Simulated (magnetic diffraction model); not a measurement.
# Magnetic neutron pattern of Ho2GePbO6

Space group P2_1/c (no. 14), a = 5.6600 Å, b = 5.9790 Å, c = 9.9462 Å, β = 124.02°.

| site | atom | x | y | z |
| --- | --- | --- | --- | --- |
| 2c | Pb | 0 | 0 | 1/2 |
| 4e | Ho | 0.7426 | 0.0606 | 0.7547 |
| 2b | Ge | 1/2 | 1/2 | 1/2 |
| 4e | O | 0.8589 | 0.4593 | 0.7487 |
| 4e | O | 0.6103 | 0.1981 | 0.4367 |
| 4e | O | 0.7507 | 0.6886 | 0.4481 |

The compound is invented for this exercise: a known structure type with other elements, its cell scaled to their sizes and not relaxed.

Only Ho is taken to order (form factors of Ho3+); orders and moment sizes are assumed, and not adapted to the symmetry. Radiation: neutrons of λ = 2.52 Å, 2° to 50°; isotropic B of 0.2 Å² (Pb), 0.23 Å² (Ho), 0.24 Å² (Ge) and 0.41 Å² (O). The intensities are simulated: I ∝ L Σ (|F_N|² + |F_M⊥|²) for unpolarised neutrons, with F_M = 2.695 fm/μB × Σ f(s) S exp(2πi Q·r) exp(−B s²) at Q = H ± k (one set where k and −k are equivalent), only the part normal to Q counting and L = 1/(sin²θ cos θ). For a modulated order the moment at position r is S exp(−2πi k·r) + c.c., with S = m/2 for a sine wave of amplitude m and S = m(u + iv)/2 for moments turning in a plane, u and v being orthogonal unit vectors in it; the phase factor of the sum at Q = H + k is then exp(2πi H·r). Form factors are spin-only for 3d ions and dipole or tabulated for f ions, scattering lengths are Sears's of 1992, and absorption is left out. A label names one of the reflections at its angle. The strongest nuclear line in the range is 100, and lines under 0.2 are left out.

Assume the order k = (1/6 0 0), moments turning in the plane of [010] and [001], 5.25 μB on Ho; signs + at (0.7426, 0.0606, 0.7547), + at (0.7426, 0.4394, 0.2547), + at (0.2574, 0.9394, 0.2453), + at (0.2574, 0.5606, 0.7453).

Q: Where does magnetic intensity appear, and how strong is it?

```
2θ (°)        index  nuclear  magnetic
  5.13    (1/6 0 0)      0.0    6844.8
 25.87    (5/6 0 0)      0.0       0.6
 30.00   (5/6 0 -2)      0.0       1.1
 31.16      (1 0 0)      0.6       0.0
 31.51     (1 0 -2)      1.2       0.0
 32.77   (5/6 1 -1)      0.0     171.6
 32.89   (1/6 0 -2)      0.0      95.8
 33.79   (7/6 0 -2)      0.0       1.0
 35.60      (0 0 2)     20.6       0.0
 35.70     (1 1 -1)     52.0       0.0
 35.81    (5/6 1 0)      0.0      28.3
 36.52    (7/6 0 0)      0.0       0.3
 38.88    (1/6 0 2)      0.0      80.1
 38.99   (5/6 1 -2)      0.0      15.8
 39.17   (7/6 1 -1)      0.0     139.7
 39.92      (1 1 0)     12.6       0.0
 40.20     (1 1 -2)     20.1       0.0
 42.07   (7/6 1 -2)      0.0      15.2
 43.59      (0 1 2)      1.4       0.0
 44.37    (7/6 1 0)      0.0      20.0
 46.55    (5/6 1 1)      0.0     108.0
 48.31  (11/6 0 -2)      0.0      56.8
 49.86      (0 2 0)    100.0       0.0
```

The strongest magnetic line in the range is (1/6 0 0) at 5.13° (6844.8). On top of the Lorentz factor, which all lines share, magnetic lines fade with angle because f falls: for Ho3+ it is 0.96, 0.85, 0.71 and 0.44 at sin θ/λ = 0.1, 0.2, 0.3 and 0.5 Å⁻¹, while nuclear lengths stay constant. The order has no net moment.

[Logs are printed without paths, hosts, clocks, repeated set-up lines and the standing remarks that a program may print on its own settings, such as how far it seeks lower states.]
